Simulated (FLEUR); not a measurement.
# 5 ML Ni on Cu(001), 3 substrate layers: anisotropy by force theorems, part 2 of 2

Wanted: anisotropy for 5 ML Ni on Cu(001), 3 substrate layers, with the cost of each step.

FLEUR MaX-R8.1; PBE; all-electron FLAPW film, Dirac cores, scalar-relativistic bands.

So far. Step 2 (Self-consistent state): After 111 cycles the largest moment stands at 0.767 μB.

## 4. Anisotropy by the force theorem, rung 2

Level of this step: PBE; all-electron FLAPW film, Dirac cores, scalar-relativistic bands with spin-orbit coupling, force theorem (FLEUR).

A second rung shows how far the first can be trusted.

The k list mae (kpts.xml, not shown) is a Γ-centred 25×25×1 mesh.

inp.xml

```
<?xml version="1.0" encoding="UTF-8" standalone="no"?>
<fleurInput fleurInputVersion="0.39">
   <comment>
      Cu3Ni5
   </comment>
   <calculationSetup>
      <cutoffs Kmax="3.66" Gmax="11.0" GmaxXC="11.0" numbands="251"/>
      <scfLoop itmax="1" minDistance="0.00002" maxIterBroyd="15" imix="Anderson" alpha="0.03" precondParam="0.0" spinf="2.0" sdNocoIR="T"/>
      <coreElectrons ctail="F" frcor="F" kcrel="0" coretail_lmax="0"/>
      <xcFunctional name="pbe" relativisticCorrections="F"/>
      <magnetism jspins="2" l_noco="F" l_ss="F">
         <qss>0.0 0.0 0.0</qss>
         <mtNocoParams l_mperp="F" l_mtNocoPot="F" l_relaxSQA="F" mag_mixing_scheme="0" mix_RelaxWeightOffD="1.0" l_constrained="F" mix_constr="1.0"/>
         <sourceFreeMag l_sourceFree="F" l_scaleMag="F" mag_scale="1.0"/>
      </magnetism>
      <soc l_soc="T" theta="0.0" phi="0.0" spav="F"/>
      <expertModes spex="0" secvar="F"/>
      <geometryOptimization l_f="F" forcealpha="1.0" forcemix="BFGS" epsdisp="0.00001" epsforce="0.00001"/>
      <ldaU l_linMix="F" mixParam="0.05" spinf="1.0"/>
   </calculationSetup>
   <cell>
      <bzIntegration valenceElectrons="123.0" mode="hist" fermiSmearingEnergy="0.00183747">
         <kPointListSelection listName="mae"/>
         <xi:include xmlns:xi="http://www.w3.org/2001/XInclude" href="kpts.xml"> </xi:include>
      </bzIntegration>
      <xi:include xmlns:xi="http://www.w3.org/2001/XInclude" href="sym.xml"> </xi:include>
      <filmLattice scale="1.0" dVac="28.48" dTilda="30.98">
         <bravaisMatrixFilm>
            <row-1>    4.8305179197025199     0.0000000000000000</row-1>
            <row-2>    0.0000000000000000     4.8305179197025199</row-2>
         </bravaisMatrixFilm>
         <vacuumEnergyParameters vacuum="1" spinUp="-.25" spinDown="-.25"/>
         <vacuumEnergyParameters vacuum="2" spinUp="-.25" spinDown="-.25"/>
      </filmLattice>
   </cell>
   <atomSpecies>
      <species name="Copper (Cu)" element="Cu" atomicNumber="29">
         <mtSphere radius="2.29" gridPoints="757" logIncrement="0.016"/>
         <atomicCutoffs lmax="8" lnonsphr="6"/>
         <electronConfig flipSpins="F">
            <coreConfig>(1s1/2) (2s1/2) (2p1/2) (2p3/2) (3s1/2) (3p1/2) (3p3/2)</coreConfig>
            <valenceConfig>(4s1/2) (3d3/2) (3d5/2)</valenceConfig>
            <stateOccupation state="(4s1/2)" spinUp="0.500000" spinDown="0.500000"/>
         </electronConfig>
         <energyParameters s="4" p="4" d="3" f="4"/>
      </species>
      <species name="Nickel (Ni1.001" element="Ni" atomicNumber="28">
         <mtSphere radius="2.24" gridPoints="741" logIncrement="0.016"/>
         <atomicCutoffs lmax="8" lnonsphr="6"/>
         <electronConfig flipSpins="F">
            <coreConfig>(1s1/2) (2s1/2) (2p1/2) (2p3/2)</coreConfig>
            <valenceConfig>(3s1/2) (3p1/2) (3p3/2) (4s1/2) (3d3/2) (3d5/2)</valenceConfig>
            <stateOccupation state="(3d3/2)" spinUp="1.6" spinDown="1.6"/>
            <stateOccupation state="(3d5/2)" spinUp="2.9005" spinDown="1.8995"/>
         </electronConfig>
         <energyParameters s="4" p="4" d="3" f="4"/>
         <lo type="SCLO" l="0" n="3" eDeriv="0"/>
         <lo type="SCLO" l="1" n="3" eDeriv="0"/>
      </species>
   </atomSpecies>
   <atomGroups>
      <atomGroup species="Copper (Cu)">
         <filmPos label="                   1">.0000000000 .0000000000 -11.5516980881</filmPos>
         <force calculate="T" relaxXYZ="TTT"/>
         <nocoParams  alpha="0.0" beta="0.0"/>
      </atomGroup>
      <atomGroup species="Copper (Cu)">
         <filmPos label="                   2">1.000/2.000 1.000/2.000 -8.1360505735</filmPos>
         <force calculate="T" relaxXYZ="TTT"/>
         <nocoParams  alpha="0.0" beta="0.0"/>
      </atomGroup>
      <atomGroup species="Copper (Cu)">
         <filmPos label="                   3">.0000000000 .0000000000 -4.7203534993</filmPos>
         <force calculate="T" relaxXYZ="TTT"/>
         <nocoParams  alpha="0.0" beta="0.0"/>
      </atomGroup>
      <atomGroup species="Nickel (Ni1.001">
         <filmPos label="                   4">1.000/2.000 1.000/2.000 -1.3937150233</filmPos>
         <force calculate="T" relaxXYZ="TTT"/>
         <nocoParams  alpha="0.0" beta="0.0"/>
      </atomGroup>
      <atomGroup species="Nickel (Ni1.001">
         <filmPos label="                   5">.0000000000 .0000000000 1.8426258647</filmPos>
         <force calculate="T" relaxXYZ="TTT"/>
         <nocoParams  alpha="0.0" beta="0.0"/>
      </atomGroup>
      <atomGroup species="Nickel (Ni1.001">
         <filmPos label="                   6">1.000/2.000 1.000/2.000 5.0790163122</filmPos>
         <force calculate="T" relaxXYZ="TTT"/>
         <nocoParams  alpha="0.0" beta="0.0"/>
      </atomGroup>
      <atomGroup species="Nickel (Ni1.001">
         <filmPos label="                   7">.0000000000 .0000000000 8.3153572002</filmPos>
         <force calculate="T" relaxXYZ="TTT"/>
         <nocoParams  alpha="0.0" beta="0.0"/>
      </atomGroup>
      <atomGroup species="Nickel (Ni1.001">
         <filmPos label="                   8">1.000/2.000 1.000/2.000 11.5516980881</filmPos>
         <force calculate="T" relaxXYZ="TTT"/>
         <nocoParams  alpha="0.0" beta="0.0"/>
      </atomGroup>
   </atomGroups>
   <output dos="F" band="F" slice="F">
      <bandDOS minEnergy="-.5*Htr" maxEnergy="0.5*Htr" sigma="0.015" storeEVData="T"/>
      <plotting iplot="0" polar="F">
         <plot TwoD="T" vec1="  1.0  0.0  0.0" vec2="  0.0  1.0  0.0" vec3="  0.0  0.0  1.0" zero="  0.0  0.0 -0.5" file="plot"/>
      </plotting>
      <moessbauerParams electricFieldGradient="F" isomerShift="F" coreHyperfine="F" valenceHyperfine="F"/>
   </output>
   <forceTheorem>
      <MAE theta="0.0 1.5707963 1.5707963" phi="0.0 0.0 1.5707963"/>
   </forceTheorem>
</fleurInput>
```

Launch:

```
$ OMP_NUM_THREADS=1 mpirun -n 8 fleur_MPI -warn_only > fleur.log
```

The program printed:

```text
[banner, memory and clock lines left out]
Welcome to FLEUR        (www.flapw.de)
      MaX-Release 8.1          (www.max-centre.eu)

 ========== k-point set info ==========
 Selected k-point list: mae
 k-point list type: mesh
 0 x 0 x 0
 Number of k points: 632

 [... set-up left out ...]
 ********************************************************************
 Run finished successfully
 Stop message:
   Forcetheorem MAE
 ********************************************************************

--- out.xml (force theorem) ---
<Forcetheorem_MAE Angles="3" units="Htr">
            <Angle theta="0.0000000" phi="0.0000000" ev-sum="-137.078800816"/>
            <Angle theta="1.5707963" phi="0.0000000" ev-sum="-137.078816977"/>
            <Angle theta="1.5707963" phi="1.5707963" ev-sum="-137.078816977"/>
         </Forcetheorem_MAE>
```

Elapsed: 11 min, on 8 MPI ranks of Arm Neoverse V2, shared host; peak memory 8 GiB; 85 min of CPU time.

Anisotropy energies, by row:

```tsv
axis	x	y	z	band energy less the first axis' (meV a cell)
z	0	0	1	0
x	1	0	0	-0.4398
y	0	1	0	-0.4398
```

## 5. Spin–orbit coupling, moments along z

Spin–orbit coupling ties the spins to the lattice and lets orbital moments form.

A new self-consistent run of the start ferro +++++, with the moments along z. The k list default-1 (kpts.xml, not shown) is a Γ-centred 25×25×1 mesh.

inp.xml

```
<?xml version="1.0" encoding="UTF-8" standalone="no"?>
<fleurInput fleurInputVersion="0.39">
   <comment>
      Cu3Ni5
   </comment>
   <calculationSetup>
      <cutoffs Kmax="3.66" Gmax="11.0" GmaxXC="11.0" numbands="283"/>
      <scfLoop itmax="150" minDistance="0.00002" maxIterBroyd="15" imix="Anderson" alpha="0.03" precondParam="0.0" spinf="2.0" sdNocoIR="T"/>
      <coreElectrons ctail="T" frcor="F" kcrel="0" coretail_lmax="0"/>
      <xcFunctional name="pbe" relativisticCorrections="F"/>
      <magnetism jspins="2"/>
      <soc l_soc="T" theta="0.0" phi="0.0" spav="F"/>
      <expertModes spex="0" secvar="F"/>
      <geometryOptimization l_f="F" forcealpha="1.0" forcemix="BFGS" epsdisp="0.00001" epsforce="0.00001"/>
      <ldaU l_linMix="F" mixParam="0.05" spinf="1.0"/>
   </calculationSetup>
   <cell>
      <bzIntegration valenceElectrons="123.0" mode="hist" fermiSmearingEnergy="0.00183747">
         <kPointListSelection listName="default-1"/>
         <xi:include xmlns:xi="http://www.w3.org/2001/XInclude" href="kpts.xml"> </xi:include>
      </bzIntegration>
      <xi:include xmlns:xi="http://www.w3.org/2001/XInclude" href="sym.xml"> </xi:include>
      <filmLattice scale="1.0" dVac="28.48" dTilda="30.98">
         <bravaisMatrixFilm>
            <row-1>    4.8305179197025199     0.0000000000000000</row-1>
            <row-2>    0.0000000000000000     4.8305179197025199</row-2>
         </bravaisMatrixFilm>
         <vacuumEnergyParameters vacuum="1" spinUp="-.25" spinDown="-.25"/>
         <vacuumEnergyParameters vacuum="2" spinUp="-.25" spinDown="-.25"/>
      </filmLattice>
   </cell>
   <atomSpecies>
      <species name="Copper (Cu)" element="Cu" atomicNumber="29">
         <mtSphere radius="2.29" gridPoints="757" logIncrement="0.016"/>
         <atomicCutoffs lmax="8" lnonsphr="6"/>
         <electronConfig flipSpins="F">
            <coreConfig>(1s1/2) (2s1/2) (2p1/2) (2p3/2) (3s1/2) (3p1/2) (3p3/2)</coreConfig>
            <valenceConfig>(4s1/2) (3d3/2) (3d5/2)</valenceConfig>
            <stateOccupation state="(4s1/2)" spinUp="0.500000" spinDown="0.500000"/>
         </electronConfig>
         <energyParameters s="4" p="4" d="3" f="4"/>
      </species>
      <species name="Nickel (Ni1.001" element="Ni" atomicNumber="28">
         <mtSphere radius="2.24" gridPoints="741" logIncrement="0.016"/>
         <atomicCutoffs lmax="8" lnonsphr="6"/>
         <electronConfig flipSpins="F">
            <coreConfig>(1s1/2) (2s1/2) (2p1/2) (2p3/2)</coreConfig>
            <valenceConfig>(3s1/2) (3p1/2) (3p3/2) (4s1/2) (3d3/2) (3d5/2)</valenceConfig>
            <stateOccupation state="(3d3/2)" spinUp="1.6" spinDown="1.6"/>
            <stateOccupation state="(3d5/2)" spinUp="2.9005" spinDown="1.8995"/>
         </electronConfig>
         <energyParameters s="4" p="4" d="3" f="4"/>
         <lo type="SCLO" l="0" n="3" eDeriv="0"/>
         <lo type="SCLO" l="1" n="3" eDeriv="0"/>
      </species>
   </atomSpecies>
   <atomGroups>
      <atomGroup species="Copper (Cu)">
         <filmPos label="                   1">.0000000000 .0000000000 -11.5516980881</filmPos>
         <force calculate="T" relaxXYZ="TTT"/>
      </atomGroup>
      <atomGroup species="Copper (Cu)">
         <filmPos label="                   2">1.000/2.000 1.000/2.000 -8.1360505735</filmPos>
         <force calculate="T" relaxXYZ="TTT"/>
      </atomGroup>
      <atomGroup species="Copper (Cu)">
         <filmPos label="                   3">.0000000000 .0000000000 -4.7203534993</filmPos>
         <force calculate="T" relaxXYZ="TTT"/>
      </atomGroup>
      <atomGroup species="Nickel (Ni1.001">
         <filmPos label="                   4">1.000/2.000 1.000/2.000 -1.3937150233</filmPos>
         <force calculate="T" relaxXYZ="TTT"/>
      </atomGroup>
      <atomGroup species="Nickel (Ni1.001">
         <filmPos label="                   5">.0000000000 .0000000000 1.8426258647</filmPos>
         <force calculate="T" relaxXYZ="TTT"/>
      </atomGroup>
      <atomGroup species="Nickel (Ni1.001">
         <filmPos label="                   6">1.000/2.000 1.000/2.000 5.0790163122</filmPos>
         <force calculate="T" relaxXYZ="TTT"/>
      </atomGroup>
      <atomGroup species="Nickel (Ni1.001">
         <filmPos label="                   7">.0000000000 .0000000000 8.3153572002</filmPos>
         <force calculate="T" relaxXYZ="TTT"/>
      </atomGroup>
      <atomGroup species="Nickel (Ni1.001">
         <filmPos label="                   8">1.000/2.000 1.000/2.000 11.5516980881</filmPos>
         <force calculate="T" relaxXYZ="TTT"/>
      </atomGroup>
   </atomGroups>
   <output dos="F" band="F" slice="F">
      <bandDOS minEnergy="-.5*Htr" maxEnergy="0.5*Htr" sigma="0.015" storeEVData="T"/>
      <plotting iplot="0" polar="F">
         <plot TwoD="T" vec1="  1.0  0.0  0.0" vec2="  0.0  1.0  0.0" vec3="  0.0  0.0  1.0" zero="  0.0  0.0 -0.5" file="plot"/>
      </plotting>
      <moessbauerParams electricFieldGradient="F" isomerShift="F" coreHyperfine="F" valenceHyperfine="F"/>
   </output>
</fleurInput>
```

crystal.txt

```
Cu3Ni5
&input film=T cartesian=F /
2.55620000000  0.00000000000  0.00000000000
0.00000000000  2.55620000000  0.00000000000
0.00000000000  0.00000000000  1.00000000000
1.8897261246
1.0 1.0 1.0

8
29 0.00000000000  0.00000000000  -11.55169808813
29 0.50000000000  0.50000000000  -8.13605057354
29 0.00000000000  0.00000000000  -4.72035349935
28 0.50000000000  0.50000000000  -1.39371502329 : 1.001
28 0.00000000000  0.00000000000  1.84262586466 : 1.001
28 0.50000000000  0.50000000000  5.07901631222 : 1.001
28 0.00000000000  0.00000000000  8.31535720017 : 1.001
28 0.50000000000  0.50000000000  11.55169808813 : 1.001

&soc 0.0000000 0.0000000 /
&kpt div1=25 div2=25 div3=1 gamma=T /
```

Launch:

```
$ OMP_NUM_THREADS=1 inpgen -f crystal.txt > inpgen.log  # inp.xml is then edited as shown
$ OMP_NUM_THREADS=1 mpirun -n 8 fleur_MPI > fleur.log
```

The program printed:

```text
[banner, memory and clock lines left out]
Welcome to FLEUR        (www.flapw.de)
      MaX-Release 8.1          (www.max-centre.eu)

 ========== k-point set info ==========
 Selected k-point list: default-1
 k-point list type: mesh
 0 x 0 x 0
 Number of k points: 160

 [... set-up left out ...]
 Iteration:     1   Distance:     129.31471193 me/bohr^3
 Iteration:     2   Distance:     248.43462961 me/bohr^3
 Iteration:     3   Distance:     210.89526083 me/bohr^3
 Iteration:     4   Distance:     250.67909079 me/bohr^3
 Iteration:     5   Distance:     256.78599808 me/bohr^3
 Iteration:     6   Distance:     164.23952117 me/bohr^3
 Iteration:     7   Distance:     201.23880142 me/bohr^3
 Iteration:     8   Distance:     183.17486942 me/bohr^3
[... lines left out ...]
[... 26 iterations left out ...]
[... lines left out ...]
 Iteration:    41   Distance:       4.61899529 me/bohr^3
 Iteration:    42   Distance:       4.77625694 me/bohr^3
 Iteration:    43   Distance:       3.79797002 me/bohr^3
 Iteration:    44   Distance:       7.52931227 me/bohr^3
 Iteration:    45   Distance:       7.47532440 me/bohr^3
 Iteration:    46   Distance:       4.44823357 me/bohr^3

--- out.xml (last complete iteration) ---
<iteration numberForCurrentRun="   46" overallNumber="   46">
         [... left out ...]
         <bandgap value="0.0000000000" units="eV"/>
         <sumValenceSingleParticleEnergies value="-137.6687715083" units="Htr"/>
         <FermiEnergy value="-0.1815759304" units="Htr"/>
         [... left out ...]
         <magneticMomentsInMTSpheres units="muBohr">
            <globalMagMoment atomType="1" vec="0.00000   0.00000  -0.00067"/>
            <globalMagMoment atomType="2" vec="0.00000   0.00000  -0.00341"/>
            <globalMagMoment atomType="3" vec="0.00000   0.00000  -0.00848"/>
            <globalMagMoment atomType="4" vec="0.00000   0.00000   0.42006"/>
            <globalMagMoment atomType="5" vec="0.00000   0.00000   0.57752"/>
            <globalMagMoment atomType="6" vec="0.00000   0.00000   0.71492"/>
            <globalMagMoment atomType="7" vec="0.00000   0.00000   0.78630"/>
            <globalMagMoment atomType="8" vec="0.00000   0.00000   0.88093"/>
         </magneticMomentsInMTSpheres>
         <orbitalMomentsInMTSpheres units="muBohr">
            <globalMagMoment atomType="1" vec="0.00000   0.00000  -0.00008"/>
            <globalMagMoment atomType="2" vec="0.00000   0.00000  -0.00004"/>
            <globalMagMoment atomType="3" vec="0.00000   0.00000  -0.00014"/>
            <globalMagMoment atomType="4" vec="0.00000   0.00000   0.03757"/>
            <globalMagMoment atomType="5" vec="0.00000   0.00000   0.04845"/>
            <globalMagMoment atomType="6" vec="0.00000   0.00000   0.05886"/>
            <globalMagMoment atomType="7" vec="0.00000   0.00000   0.06631"/>
            <globalMagMoment atomType="8" vec="0.00000   0.00000   0.08228"/>
         </orbitalMomentsInMTSpheres>
         [... left out ...]
         <totalEnergy value="   -12569.2099345509" units="Htr">
            <sumOfEigenvalues value="    -7311.7446855376">
               <coreElectrons value="-7174.0759140293"/>
               <valenceElectrons value="-137.6687715083"/>
            </sumOfEigenvalues>
         [... left out ...]
            <freeEnergy value="-12569.2131137440"/>
            <extrapolationTo0K value="-12569.2115241475"/>
         </totalEnergy>
         <densityConvergence units="me/bohr^3">
            <chargeDensity spin="1" distance="0.7657729945"/>
            <chargeDensity spin="2" distance="4.3437056520"/>
            <overallChargeDensity distance="4.4482335670"/>
            <spinDensity distance="4.3728242903"/>
         </densityConvergence>
      </iteration>
```

It took 53 min on 8 MPI ranks; peak memory 3.1 GiB.

The run was cut off at its time limit.

After 46 cycles the density distance stands at 4.4 me/bohr³, above the threshold of 2e-05.

## 6. Outcome

```
reference state                      : ferromagnetic
largest sphere moment                : 0.767 μB
easy direction of those tried        : the plane normal to z
energy along x less z, force theorem : -0.440 meV a primitive cell
```

**Reading.** By the force theorem the moments prefer the plane normal to z, with no direction in it resolved; shape anisotropy is not in it, and in a film it favours the plane. The difference for the second direction goes from -0.77 meV (mesh 16×16×1, 251 states, 35 min of CPU time) to -0.44 meV (mesh 25×25×1, 251 states, 85 min), so it is not converged. The self-consistent run with spin–orbit coupling gave no result. The state was typed, and no other order was converged beside it, so it need not be the ground state. A substrate of 3 unrelaxed layers is a model; thickness and relaxation can move these numbers.

[Logs and program files are shortened in this print: banners, set-up blocks, solver, clock and traceback lines can be left out without a mark of their own.]

[Logs are printed without paths, hosts, clocks, repeated set-up lines and the standing remarks that a program may print on its own settings, such as how far it seeks lower states.]

[Hosts, paths, dates, database ids (printed as entryN), source tags and the programs' standing remarks are cut or masked in the printed files.]

[Where a cell is said to come from a database of computed structures, the database is the Materials Project.]
